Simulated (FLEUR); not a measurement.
# Magnetic state of MnO2 (Pyrolusite) from several starts, part 4 of 4

A self-consistent run ends on one state, which hangs on the start. Several orders of MnO2 (Pyrolusite) are started in FLEUR and their energies compared.

FLEUR MaX-R8.1; PBE with U = 4 eV on Mn d; all-electron FLAPW, Dirac cores, scalar-relativistic bands.

So far, largest spin moment in the muffin-tin sphere (μB): step 2 (order 1, typed as ferro ++) 2.97; step 3 (order 2, typed as antiferro +-) 2.88; step 4 (start 3: antiferro q=(0,1/2,0) +-+-) 2.92; step 5 (order 4, typed as antiferro q=(0,0,1/2) +-+-) 2.87; step 6 (run 5 (antiferro q=(1/2,1/2,0) +-+-)) 2.93.

## Step 7: Order 6, typed as antiferro q=(0,1/2,1/2) +-+-

Reversing part of the moments tests the sign of the couplings between them.

The cell is doubled to 12 atoms to hold this order. The mesh is halved along the doubled vector, so that both cells sample the same points. The k list default-1 (kpts.xml, not shown) is a Γ-centred 8×4×8 mesh.

Contents of inp.xml:

```
<?xml version="1.0" encoding="UTF-8" standalone="no"?>
<fleurInput fleurInputVersion="0.39">
   <comment>
      MnO2
   </comment>
   <calculationSetup>
      <cutoffs Kmax="4.4" Gmax="13.2" GmaxXC="13.2" numbands="0"/>
      <scfLoop itmax="120" minDistance="0.0001" maxIterBroyd="15" imix="Anderson" alpha="0.05" precondParam="0.0" spinf="2.0" sdNocoIR="T"/>
      <coreElectrons ctail="T" frcor="F" kcrel="0" coretail_lmax="0"/>
      <xcFunctional name="pbe" relativisticCorrections="F"/>
      <magnetism jspins="2"/>
      <soc l_soc="F" theta="0.0" phi="0.0" spav="F"/>
      <expertModes spex="0" secvar="F"/>
      <geometryOptimization l_f="F" forcealpha="1.0" forcemix="BFGS" epsdisp="0.00001" epsforce="0.00001"/>
      <ldaU l_linMix="F" mixParam="0.05" spinf="1.0"/>
   </calculationSetup>
   <cell>
      <bzIntegration valenceElectrons="108.0" mode="hist" fermiSmearingEnergy="0.00183747">
         <kPointListSelection listName="default-1"/>
         <xi:include xmlns:xi="http://www.w3.org/2001/XInclude" href="kpts.xml"> </xi:include>
      </bzIntegration>
      <xi:include xmlns:xi="http://www.w3.org/2001/XInclude" href="sym.xml"> </xi:include>
      <bulkLattice scale="1.0">
         <bravaisMatrix>
            <row-1>    8.3115824138281784     0.0000000000000000     0.0000000000000000</row-1>
            <row-2>    0.0000000000000000    16.6231648276563568     0.0000000000000000</row-2>
            <row-3>    0.0000000000000000     8.3115824138281784     5.4291831559758004</row-3>
         </bravaisMatrix>
      </bulkLattice>
   </cell>
   <atomSpecies>
      <species name="Manganese 4.500" element="Mn" atomicNumber="25">
         <mtSphere radius="2.21" gridPoints="731" logIncrement="0.017"/>
         <atomicCutoffs lmax="8" lnonsphr="6"/>
         <electronConfig flipSpins="F">
            <coreConfig>(1s1/2) (2s1/2) (2p1/2) (2p3/2)</coreConfig>
            <valenceConfig>(3s1/2) (3p1/2) (3p3/2) (4s1/2) (3d3/2) (3d5/2)</valenceConfig>
            <stateOccupation state="(3d3/2)" spinUp="1.75" spinDown="0.25"/>
            <stateOccupation state="(3d5/2)" spinUp="3.0" spinDown="0.0"/>
         </electronConfig>
         <energyParameters s="4" p="4" d="3" f="4"/>
         <ldaU l="2" U="4.0" J="0.0" l_amf="F"/>
         <lo type="SCLO" l="0" n="3" eDeriv="0"/>
         <lo type="SCLO" l="1" n="3" eDeriv="0"/>
      </species>
      <species name="Manganese -4.500" element="Mn" atomicNumber="25">
         <mtSphere radius="2.21" gridPoints="731" logIncrement="0.017"/>
         <atomicCutoffs lmax="8" lnonsphr="6"/>
         <electronConfig flipSpins="F">
            <coreConfig>(1s1/2) (2s1/2) (2p1/2) (2p3/2)</coreConfig>
            <valenceConfig>(3s1/2) (3p1/2) (3p3/2) (4s1/2) (3d3/2) (3d5/2)</valenceConfig>
            <stateOccupation state="(3d3/2)" spinUp="0.25" spinDown="1.75"/>
            <stateOccupation state="(3d5/2)" spinUp="0.0" spinDown="3.0"/>
         </electronConfig>
         <energyParameters s="4" p="4" d="3" f="4"/>
         <ldaU l="2" U="4.0" J="0.0" l_amf="F"/>
         <lo type="SCLO" l="0" n="3" eDeriv="0"/>
         <lo type="SCLO" l="1" n="3" eDeriv="0"/>
      </species>
      <species name="Oxygen (O)" element="O" atomicNumber="8">
         <mtSphere radius="1.25" gridPoints="415" logIncrement="0.025"/>
         <atomicCutoffs lmax="6" lnonsphr="4"/>
         <electronConfig flipSpins="F">
            <coreConfig>(1s1/2)</coreConfig>
            <valenceConfig>(2s1/2) (2p1/2) (2p3/2)</valenceConfig>
            <stateOccupation state="(2p1/2)" spinUp="0.666667" spinDown="0.666667"/>
            <stateOccupation state="(2p3/2)" spinUp="1.333333" spinDown="1.333333"/>
         </electronConfig>
         <energyParameters s="2" p="2" d="3" f="4"/>
      </species>
   </atomSpecies>
   <atomGroups>
      <atomGroup species="Manganese 4.500">
         <relPos label="                   1">.0000000000 .0000000000 .0000000000</relPos>
         <relPos label="                   3">1.000/2.000 .0000000000 1.000/2.000</relPos>
         <force calculate="T" relaxXYZ="TTT"/>
      </atomGroup>
      <atomGroup species="Manganese -4.500">
         <relPos label="                   2">.0000000000 1.000/2.000 .0000000000</relPos>
         <relPos label="                   4">1.000/2.000 1.000/2.000 1.000/2.000</relPos>
         <force calculate="T" relaxXYZ="TTT"/>
      </atomGroup>
      <atomGroup species="Oxygen (O)">
         <relPos label="                   5">.3051500000 .1525750000 .0000000000</relPos>
         <relPos label="                   7">.1948500000 .1525750000 1.000/2.000</relPos>
         <relPos label="                  10">-.3051500000 -.1525750000 .0000000000</relPos>
         <relPos label="                  11">-.1948500000 -.1525750000 1.000/2.000</relPos>
         <force calculate="T" relaxXYZ="TTT"/>
      </atomGroup>
      <atomGroup species="Oxygen (O)">
         <relPos label="                   6">.3051500000 -.3474250000 .0000000000</relPos>
         <relPos label="                   8">.1948500000 -.3474250000 1.000/2.000</relPos>
         <relPos label="                   9">-.3051500000 .3474250000 .0000000000</relPos>
         <relPos label="                  12">-.1948500000 .3474250000 1.000/2.000</relPos>
         <force calculate="T" relaxXYZ="TTT"/>
      </atomGroup>
   </atomGroups>
   <output dos="F" band="F" slice="F">
      <bandDOS minEnergy="-.5*Htr" maxEnergy="0.5*Htr" sigma="0.015" storeEVData="T"/>
      <plotting iplot="0" polar="F">
         <plot TwoD="T" vec1="  1.0  0.0  0.0" vec2="  0.0  1.0  0.0" vec3="  0.0  0.0  1.0" zero="  0.0  0.0  0.0" file="plot"/>
      </plotting>
      <moessbauerParams electricFieldGradient="F" isomerShift="F" coreHyperfine="F" valenceHyperfine="F"/>
   </output>
</fleurInput>
```

Contents of crystal.txt:

```
MnO2
&input film=F cartesian=F /
4.39830000000  0.00000000000  0.00000000000
0.00000000000  8.79660000000  0.00000000000
0.00000000000  4.39830000000  2.87300000000
1.8897261246
1.0 1.0 1.0

12
25 0.00000000000  0.00000000000  0.00000000000 : 4.500
25 0.00000000000  0.50000000000  0.00000000000 : -4.500
25 0.50000000000  0.00000000000  0.50000000000 : 4.500
25 0.50000000000  0.50000000000  0.50000000000 : -4.500
8 0.30515000000  0.15257500000  0.00000000000
8 0.30515000000  0.65257500000  0.00000000000
8 0.19485000000  0.15257500000  0.50000000000
8 0.19485000000  0.65257500000  0.50000000000
8 0.69485000000  0.34742500000  0.00000000000
8 0.69485000000  0.84742500000  0.00000000000
8 0.80515000000  0.84742500000  0.50000000000
8 0.80515000000  0.34742500000  0.50000000000

&kpt div1=8 div2=4 div3=8 gamma=T /
```

The run is started by

```console
$ OMP_NUM_THREADS=1 inpgen -f crystal.txt > inpgen.log  # inp.xml is then edited as shown
$ OMP_NUM_THREADS=1 mpirun -n 4 fleur_MPI > fleur.log
```

The log of the run:

```text
[banner, memory and clock lines left out]
Welcome to FLEUR        (www.flapw.de)
      MaX-Release 8.1          (www.max-centre.eu)

 ========== k-point set info ==========
 Selected k-point list: default-1
 k-point list type: mesh
 0 x 0 x 0
 Number of k points: 92

 [... set-up left out ...]
 no density matrix found ... skipping LDA+U
 Reset of history
 Iteration:     1   Distance:      43.73301966 me/bohr^3
 Iteration:     2   Distance:      39.36315212 me/bohr^3
 Iteration:     3   Distance:      32.68615172 me/bohr^3
 Iteration:     4   Distance:      17.54120271 me/bohr^3
[...]
[... left out ...]
            <freeEnergy value="-5236.1587274141"/>
            <extrapolationTo0K value="-5236.1587266364"/>
         </totalEnergy>
         [... left out ...]
         <ldaUDensityMatrixConvergence>
            <distance spin="1" distance="0.000006"/>
            <distance spin="2" distance="0.000006"/>
         </ldaUDensityMatrixConvergence>
         <densityConvergence units="me/bohr^3">
            <chargeDensity spin="1" distance="0.0000399041"/>
            <chargeDensity spin="2" distance="0.0000394496"/>
            <overallChargeDensity distance="0.0000722868"/>
            <spinDensity distance="0.0000327389"/>
         </densityConvergence>
      </iteration>
```

Run time: 15 min. Hardware: 4 MPI ranks of Arm Neoverse V1, shared host; peak memory 0.71 GiB.

Read from the output:

```
free energy                                                       : -142483.1376 eV
program's band gap on this mesh (in a metal only a level spacing) : 0.4887 eV
magnetization                                                     : 0 μB
final state                                                       : antiferromagnetic
largest moment                                                    : 2.883 μB
```

It lies 32.1 meV a seeded atom under the first start, and its largest moment is 2.88 μB against 2.97 μB.

## Step 8: Start 7: no spin polarisation

A spinless run shows what the cell costs with no moments; under a U that can hold a penalty on part-filled orbitals beside the lost exchange.

The k list default-1 (kpts.xml, not shown) is a Γ-centred 8×8×8 mesh.

Contents of inp.xml:

```
<?xml version="1.0" encoding="UTF-8" standalone="no"?>
<fleurInput fleurInputVersion="0.39">
   <comment>
      MnO2
   </comment>
   <calculationSetup>
      <cutoffs Kmax="4.4" Gmax="13.2" GmaxXC="13.2" numbands="0"/>
      <scfLoop itmax="120" minDistance="0.0001" maxIterBroyd="15" imix="Anderson" alpha="0.05" precondParam="0.0" spinf="2.0" sdNocoIR="T"/>
      <coreElectrons ctail="T" frcor="F" kcrel="0" coretail_lmax="0"/>
      <xcFunctional name="pbe" relativisticCorrections="F"/>
      <magnetism jspins="1"/>
      <soc l_soc="F" theta="0.0" phi="0.0" spav="F"/>
      <expertModes spex="0" secvar="F"/>
      <geometryOptimization l_f="F" forcealpha="1.0" forcemix="BFGS" epsdisp="0.00001" epsforce="0.00001"/>
      <ldaU l_linMix="F" mixParam="0.05" spinf="1.0"/>
   </calculationSetup>
   <cell>
      <bzIntegration valenceElectrons="54.0" mode="hist" fermiSmearingEnergy="0.00183747">
         <kPointListSelection listName="default-1"/>
         <xi:include xmlns:xi="http://www.w3.org/2001/XInclude" href="kpts.xml"> </xi:include>
      </bzIntegration>
      <xi:include xmlns:xi="http://www.w3.org/2001/XInclude" href="sym.xml"> </xi:include>
      <bulkLattice scale="1.0">
         <bravaisMatrix>
            <row-1>    8.3115824138281784     0.0000000000000000     0.0000000000000000</row-1>
            <row-2>    0.0000000000000000     8.3115824138281784     0.0000000000000000</row-2>
            <row-3>    0.0000000000000000     0.0000000000000000     5.4291831559758004</row-3>
         </bravaisMatrix>
      </bulkLattice>
   </cell>
   <atomSpecies>
      <species name="Manganese (Mn)" element="Mn" atomicNumber="25">
         <mtSphere radius="2.21" gridPoints="731" logIncrement="0.017"/>
         <atomicCutoffs lmax="8" lnonsphr="6"/>
         <electronConfig flipSpins="F">
            <coreConfig>(1s1/2) (2s1/2) (2p1/2) (2p3/2)</coreConfig>
            <valenceConfig>(3s1/2) (3p1/2) (3p3/2) (4s1/2) (3d3/2) (3d5/2)</valenceConfig>
            <stateOccupation state="(3d3/2)" spinUp="1.000000" spinDown="1.000000"/>
            <stateOccupation state="(3d5/2)" spinUp="1.500000" spinDown="1.500000"/>
         </electronConfig>
         <energyParameters s="4" p="4" d="3" f="4"/>
         <ldaU l="2" U="4.0" J="0.0" l_amf="F"/>
         <lo type="SCLO" l="0" n="3" eDeriv="0"/>
         <lo type="SCLO" l="1" n="3" eDeriv="0"/>
      </species>
      <species name="Oxygen (O)" element="O" atomicNumber="8">
         <mtSphere radius="1.25" gridPoints="415" logIncrement="0.025"/>
         <atomicCutoffs lmax="6" lnonsphr="4"/>
         <electronConfig flipSpins="F">
            <coreConfig>(1s1/2)</coreConfig>
            <valenceConfig>(2s1/2) (2p1/2) (2p3/2)</valenceConfig>
            <stateOccupation state="(2p1/2)" spinUp="0.666667" spinDown="0.666667"/>
            <stateOccupation state="(2p3/2)" spinUp="1.333333" spinDown="1.333333"/>
         </electronConfig>
         <energyParameters s="2" p="2" d="3" f="4"/>
      </species>
   </atomSpecies>
   <atomGroups>
      <atomGroup species="Manganese (Mn)">
         <relPos label="                   1">.0000000000 .0000000000 .0000000000</relPos>
         <relPos label="                   2">1.000/2.000 1.000/2.000 1.000/2.000</relPos>
         <force calculate="T" relaxXYZ="TTT"/>
      </atomGroup>
      <atomGroup species="Oxygen (O)">
         <relPos label="                   3">.3051500000 .3051500000 .0000000000</relPos>
         <relPos label="                   4">.1948500000 -.1948500000 1.000/2.000</relPos>
         <relPos label="                   5">-.3051500000 -.3051500000 .0000000000</relPos>
         <relPos label="                   6">-.1948500000 .1948500000 1.000/2.000</relPos>
         <force calculate="T" relaxXYZ="TTT"/>
      </atomGroup>
   </atomGroups>
   <output dos="F" band="F" slice="F">
      <bandDOS minEnergy="-.5*Htr" maxEnergy="0.5*Htr" sigma="0.015" storeEVData="T"/>
      <plotting iplot="0" polar="F">
         <plot TwoD="T" vec1="  1.0  0.0  0.0" vec2="  0.0  1.0  0.0" vec3="  0.0  0.0  1.0" zero="  0.0  0.0  0.0" file="plot"/>
      </plotting>
      <moessbauerParams electricFieldGradient="F" isomerShift="F" coreHyperfine="F" valenceHyperfine="F"/>
   </output>
</fleurInput>
```

Contents of crystal.txt:

```
MnO2
&input film=F cartesian=F /
4.39830000000  0.00000000000  0.00000000000
0.00000000000  4.39830000000  0.00000000000
0.00000000000  0.00000000000  2.87300000000
1.8897261246
1.0 1.0 1.0

6
25 0.00000000000  0.00000000000  0.00000000000
25 0.50000000000  0.50000000000  0.50000000000
8 0.30515000000  0.30515000000  0.00000000000
8 0.19485000000  0.80515000000  0.50000000000
8 0.69485000000  0.69485000000  0.00000000000
8 0.80515000000  0.19485000000  0.50000000000

&kpt div1=8 div2=8 div3=8 gamma=T /
```

The log of the run:

```text
[banner, memory and clock lines left out]
Welcome to FLEUR        (www.flapw.de)
      MaX-Release 8.1          (www.max-centre.eu)

 ========== k-point set info ==========
 Selected k-point list: default-1
 k-point list type: mesh
 0 x 0 x 0
 Number of k points: 76

 [... set-up left out ...]
 no density matrix found ... skipping LDA+U
 Reset of history
 Iteration:     1   Distance:      39.57720465 me/bohr^3
 Iteration:     2   Distance:      39.65460258 me/bohr^3
 Iteration:     3   Distance:      33.44046357 me/bohr^3
 Iteration:     4   Distance:      24.79951190 me/bohr^3
[...]
<sumOfEigenvalues value="    -1498.3022813262">
               <coreElectrons value="-1469.9196706753"/>
               <valenceElectrons value="-28.3826106509"/>
            </sumOfEigenvalues>
         [... left out ...]
            <freeEnergy value="-2617.9058615835"/>
            <extrapolationTo0K value="-2617.9051244757"/>
         </totalEnergy>
         [... left out ...]
         <ldaUDensityMatrixConvergence>
            <distance spin="1" distance="0.000005"/>
         </ldaUDensityMatrixConvergence>
         <densityConvergence units="me/bohr^3">
            <chargeDensity spin="1" distance="0.0000663020"/>
         </densityConvergence>
      </iteration>
```

The job ended after 89 s (4 MPI ranks; peak memory 0.23 GiB).

This step gave:

```
free energy                                                       : -71236.8476 eV
program's band gap on this mesh (in a metal only a level spacing) : 0.02906 eV
final state                                                       : non-magnetic (no spin polarisation)
```

It lies 2329 meV a seeded atom over the first start.

## Step 9: The states side by side

Free energies are divided by the number of seeded atoms, so that cells of unlike size compare. Wavevectors q in the names are fractions of the primitive cell's reciprocal vectors.

Orders:

| start | final state | typed order kept | energy over the lowest (meV a seeded atom) | largest sphere moment (μB) | net moment (μB a primitive cell) | mesh matched | CPU time (s) |
| --- | --- | --- | --- | --- | --- | --- | --- |
| ferro ++ | ferromagnetic | yes | 34.1 | 2.969 | 6.011 | yes | 527.1 |
| antiferro +- | antiferromagnetic | yes | 0 | 2.884 | 0 | yes | 720.6 |
| antiferro q=(0,1/2,0) +-+- | antiferromagnetic | yes | 10.54 | 2.92 | 0 | yes | 7358 |
| antiferro q=(0,0,1/2) +-+- | antiferromagnetic | yes | 7.688 | 2.873 | 0 | yes | 4181 |
| antiferro q=(1/2,1/2,0) +-+- | antiferromagnetic | yes | 12.49 | 2.932 | 0 | yes | 4685 |
| antiferro q=(0,1/2,1/2) +-+- | antiferromagnetic | yes | 2.015 | 2.883 | 0 | yes | 3551 |
| no spin polarisation | non-magnetic | - | 2363 | 0 | 0 | yes | 357.4 |

## Step 10: What came out

* lowest state found: antiferromagnetic (typed antiferro +-)
* largest site spin moment: 2.88 μB
* next finished state: antiferromagnetic, 2.01 meV a seeded atom higher
* spinless run over the lowest (under a U no clean measure of the moments): 2363 meV a seeded atom

The lowest state found is antiferromagnetic, reached from the start antiferro +-, with moments up to 2.88 μB. The two lowest states lie so close that the mesh, the functional or spin–orbit coupling could swap them. Under a U a spinless run can be left with part-filled orbitals, which the U penalises, or fall into a low-spin state, so its energy is no clean measure of what the moments gain. Only 7 starts were tried; other patterns of signs, canted and longer-period orders were not. Computed site moments are spin alone, inside the muffin-tin sphere; measured ones also hold the orbital part and what lies outside the sphere, and fluctuations can lower them. Under a U the differences between the orders can hold more than exchange, though the occupations look alike: the program's gaps run from 0.00 to 0.54 eV.

Calculation against experiment:

| quantity | measured | PBE with U = 4 eV on Mn d |
| --- | --- | --- |
| moment (Mn) (μB) | 2.34 | 2.88 (+23.2 %) |

Measured values from arxiv:2401.02109 (2024).

Verdict: The moment is off by +23.2 %. No cell relaxation is part of this session.

[Logs and program files are shortened in this print: banners, set-up blocks, solver, clock and traceback lines can be left out without a mark of their own.]

[Logs are printed without paths, hosts, clocks, repeated set-up lines and the standing remarks that a program may print on its own settings, such as how far it seeks lower states.]

[Hosts, paths, dates, database ids (printed as entryN), source tags and the programs' standing remarks are cut or masked in the printed files.]

[Where a cell is said to come from a database of computed structures, the database is the Materials Project.]
